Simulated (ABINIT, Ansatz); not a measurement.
**BaNaH6Ir (F-43m): G0W0 on several meshes in ABINIT**

Wanted: mesh dependence and cost of G0W0 for BaNaH6Ir (F-43m).

Program: ABINIT 10.8.3. Level of theory: LDA and many-body steps on it, plane waves. Results are calculated unless marked as measured.

Report form: the programs' logs are mostly left out.

## 1. The starting structure

It takes space group F-43m (No. 216, cubic). Conventional cell: a = 7.845 Å, b = 7.845 Å, c = 7.845 Å, α = 90.00°, β = 90.00°, γ = 90.00°. Nearest to Na lie 12 H at 2.79 Å. Ba has 12 H at 2.79 Å nearest. Nearest to H lie 1 Ir at 1.69 Å and 4 H at 2.39 Å and 2 Ba at 2.79 Å and 2 Na at 2.79 Å. Ir has 6 H at 1.69 Å nearest. Farther neighbours are not listed.

The cell and positions are those that the Materials Project relaxed with its own functionals (PBE, PBE+U or r2SCAN), kept fixed. Spin-orbit coupling is left out unless a step names it.

## 2. Empty states on the mesh, 2×2×2 mesh, 237 bands

This step: ABINIT 10.8.3; DFT, LDA, plane waves, norm-conserving pseudopotentials.

The sums over transitions need many empty states on a uniform mesh; this step solves for them.

run.abi

```
acell 3*1.0 Angstrom
rprim 
  -0.000000000000 3.922549000000 3.922549000000
  3.922549000000 -0.000000000000 3.922549000000
  3.922549000000 3.922549000000 -0.000000000000
ntypat 4
znucl 11 56 1 77
natom 9
typat 1 2 3 3 3 3 3 3 4
xred 
  0.250000000000 0.250000000000 0.250000000000
  0.750000000000 0.750000000000 0.750000000000
  0.784973000000 0.215027000000 0.215027000000
  0.215027000000 0.784973000000 0.215027000000
  0.784973000000 0.784973000000 0.215027000000
  0.215027000000 0.784973000000 0.784973000000
  0.784973000000 0.215027000000 0.784973000000
  0.215027000000 0.215027000000 0.784973000000
  0.000000000000 0.000000000000 0.000000000000
pp_dirpath "pseudos"
pseudos "Na.upf, Ba.upf, H.upf, Ir.upf"
ecut 38
ngkpt 2 2 2
nshiftk 1
shiftk 0 0 0
kptopt 1
chksymbreak 0
iscf -2
irdden 1
istwfk *1
nband 237
nbdbuf 20
tolwfr 1e-09
nstep 60
prtvol 0
indata_prefix "in"
outdata_prefix "out"
tmpdata_prefix "tmp"
```

On the command line:

```
OMP_NUM_THREADS=1 mpirun -n 4 abinit run.abi > log
```

It took 2.1 min on 4 MPI ranks of Arm Neoverse V1, shared host; peak memory 0.47 GiB.

Numbers from this step:

| Item | Value |
| --- | --- |
| gap | 2.990 eV |
| k of the valence top | 0, 0, 0 |
| k of the conduction bottom | 0.5, 0.5, 0 |
| least direct gap | 3.020 eV |
| k points computed | 3 |
| lowest point of the top converged band, above the valence top | 74.3921 eV |

On this mesh the gap is 2.990 eV.

The density comes from a self-consistent run that is not shown.

## 3. Screening, 2×2×2 mesh, 100 bands, screening to 114.3 eV

The RPA dielectric matrix is built and inverted for each q.

This step: RPA screening on LDA, plane waves, norm-conserving pseudopotentials.

run.abi, as its differences from that of step 2:

```diff
@@ -27,10 +27,11 @@
 chksymbreak 0
-iscf -2
-irdden 1
 istwfk *1
-nband 237
-nbdbuf 20
-tolwfr 1e-09
-nstep 60
-prtvol 0
+occopt 1
+irdwfk 1
+optdriver 3
+nband 100
+ecuteps 4.2
+inclvkb 2
+awtr 1
+symchi 1
 indata_prefix "in"
```

Wall time 17 s (4 MPI ranks); peak memory 1.5 GiB.

This step gave:

- ε∞ with local fields, on this mesh, along the program's q direction: 4.098
- the same without local fields: 5.028
- plasma frequency: 21.90 eV
- plane waves in the screening matrix: 331

Local fields lower ε∞ by 18 %. On a Γ-centred mesh this coarse the value itself is usually too large, while a short band sum pulls it down.

## 4. 2×2×2

The self-energy is evaluated for the states that the input lists, and the levels follow from it, in one-shot runs by the linearised quasiparticle equation.

This step: G0W0 on LDA, plane waves, norm-conserving pseudopotentials.

run.abi, as its differences from that of step 3:

```diff
@@ -30,8 +30,17 @@
 irdwfk 1
-optdriver 3
+optdriver 4
 nband 100
+gwcalctyp 0
+ecutsigx 38
+symsigma 1
+nkptgw 2
+kptgw 
+  0.0000000000 0.0000000000 0.0000000000
+  0.5000000000 0.5000000000 0.0000000000
+bdgw 
+  19 24
+  20 23
 ecuteps 4.2
-inclvkb 2
-awtr 1
-symchi 1
+irdscr 1
+ppmodel 1
 indata_prefix "in"
```

Wall time 9.8 s (4 MPI ranks); peak memory 0.96 GiB.

This step gave:

```
G0W0 gap on the points computed              : 4.164 eV
starting gap on the mesh                     : 2.990 eV
k of the valence top                         : 0, 0, 0
k of the conduction bottom                   : 0.5, 0.5, 0
Z at the valence top                         : 0.782
Z at the conduction bottom                   : 0.833
least direct G0W0 gap on the computed points : 4.219 eV
```

The gap on the mesh goes from 2.99 eV to 4.16 eV, a correction of +1.17 eV.

## 5. Empty states on the mesh, 4×4×4 mesh, 110 bands

This step: DFT, LDA, plane waves, norm-conserving pseudopotentials.

run.abi, as its differences from that of step 4:

```diff
@@ -22,3 +22,3 @@
 ecut 38
-ngkpt 2 2 2
+ngkpt 4 4 4
 nshiftk 1
@@ -27,20 +27,10 @@
 chksymbreak 0
+iscf -2
+irdden 1
 istwfk *1
-occopt 1
-irdwfk 1
-optdriver 4
-nband 100
-gwcalctyp 0
-ecutsigx 38
-symsigma 1
-nkptgw 2
-kptgw 
-  0.0000000000 0.0000000000 0.0000000000
-  0.5000000000 0.5000000000 0.0000000000
-bdgw 
-  19 24
-  20 23
-ecuteps 4.2
-irdscr 1
-ppmodel 1
+nband 110
+nbdbuf 10
+tolwfr 1e-09
+nstep 60
+prtvol 0
 indata_prefix "in"
```

Run time: 73 s. Hardware: 4 MPI ranks; peak memory 0.52 GiB; 4.9 min of CPU time.

This step gave:

```yaml
gap: 2.990 eV
k_of_the_valence_top: 0, 0, 0
k_of_the_conduction_bottom: 0.5, 0.5, 0
least_direct_gap: 3.020 eV
k_points_computed: 8
lowest_point_of_the_top_converged_band_above_the_valence_top: 38.97 eV
```

On this mesh the gap is 2.990 eV.

## 6. Screening, 4×4×4 mesh, 100 bands, screening to 114.3 eV

This step: RPA screening on LDA, plane waves, norm-conserving pseudopotentials.

run.abi, as its differences from that of step 5:

```diff
@@ -27,10 +27,11 @@
 chksymbreak 0
-iscf -2
-irdden 1
 istwfk *1
-nband 110
-nbdbuf 10
-tolwfr 1e-09
-nstep 60
-prtvol 0
+occopt 1
+irdwfk 1
+optdriver 3
+nband 100
+ecuteps 4.2
+inclvkb 2
+awtr 1
+symchi 1
 indata_prefix "in"
```

Wall time 2 min (4 MPI ranks); peak memory 2.4 GiB; 7.9 min of CPU time.

Numbers from this step:

* ε∞ with local fields, on this mesh, along the program's q direction: 3.646
* the same without local fields: 4.503
* plasma frequency: 21.90 eV
* plane waves in the screening matrix: 331

## 7. 4×4×4

This step: G0W0 on LDA, plane waves, norm-conserving pseudopotentials.

run.abi, as its differences from that of step 6:

```diff
@@ -30,8 +30,17 @@
 irdwfk 1
-optdriver 3
+optdriver 4
 nband 100
+gwcalctyp 0
+ecutsigx 38
+symsigma 1
+nkptgw 2
+kptgw 
+  0.0000000000 0.0000000000 0.0000000000
+  0.5000000000 0.5000000000 0.0000000000
+bdgw 
+  19 24
+  20 23
 ecuteps 4.2
-inclvkb 2
-awtr 1
-symchi 1
+irdscr 1
+ppmodel 1
 indata_prefix "in"
```

The job ended after 21 s (4 MPI ranks; peak memory 1.8 GiB; 82 s of CPU time).

This step gave:

```
G0W0 gap on the points computed              : 4.287 eV
starting gap on the mesh                     : 2.990 eV
k of the valence top                         : 0, 0, 0
k of the conduction bottom                   : 0.5, 0.5, 0
Z at the valence top                         : 0.781
Z at the conduction bottom                   : 0.83
least direct G0W0 gap on the computed points : 4.339 eV
```

Against G0W0 in ABINIT (2×2×2 mesh, 100 bands, screening to 114.3 eV, Godby-Needs plasmon pole), the gap moves by +0.123 eV.

## 8. The runs together

Times are wall times on 4 MPI ranks of Arm Neoverse V1, shared host, good to a factor of about two. A run's time includes the screening step that it read.

| run | mesh | bands | screening cutoff (eV) | DFT gap (eV) | gap on the mesh (eV) | direct (eV) | ε∞ used | time |
| --- | --- | --- | --- | --- | --- | --- | --- | --- |
| 2×2×2 | 2×2×2 | 100 | 114.3 | 2.990 | 4.164 | 4.219 | 4.10 | 27 s |
| 4×4×4 | 4×4×4 | 100 | 114.3 | 2.990 | 4.287 | 4.339 | 3.65 | 2.3 min |

## 9. What came out

| Item | Value |
| --- | --- |
| 2×2×2 | 4.164 eV |
| 4×4×4 | 4.287 eV |
| known limits | not at the basis limit; no spin polarisation; d states lean on the start; no spin-orbit coupling; coarse k mesh |

4×4×4: +0.123 eV against 2×2×2. Bands and cutoff are finite, so the gap is not at the basis limit. The miss can reach some tenths of an eV and take either sign; the mesh is an error of its own. In the G0W0 runs levels were corrected at 2 k points alone, so a gap called «on the mesh» is the least over those, and an edge elsewhere would be missed. The 2×2×2 mesh is coarse for this cell, which bears on the long-range parts of exchange and screening. The runs have no spin polarisation. For a closed low-spin shell that is the natural state; where a d or f shell is open it is a constraint, and the gap is then not the crystal's own. With d states at the gap, one-shot GW leans hard on its start. The many-body steps are scalar-relativistic: spin-orbit coupling is not in them.

[Paths, hosts, dates, memory and timing lines, banners, echoed tables and standing remarks are left out of the program output.]

[Logs are printed without paths, hosts, clocks, repeated set-up lines and the standing remarks that a program may print on its own settings, such as how far it seeks lower states.]

[Runs of the session that timed out or met a known fault of the program may be left out.]

[Hosts, paths, dates, database ids (printed as entryN), source tags and the programs' standing remarks are cut or masked in the printed files.]

[G0W0 gaps are taken among the corrected bands and points alone; a level outside them can change the order at an edge.]

[Where Ansatz stands beside ABINIT at settings called matched, ABINIT's density can come from a denser mesh and the files from another edition; pairs whose starting gaps differed by over 0.03 eV were left out, so agreement reads better than it is.]
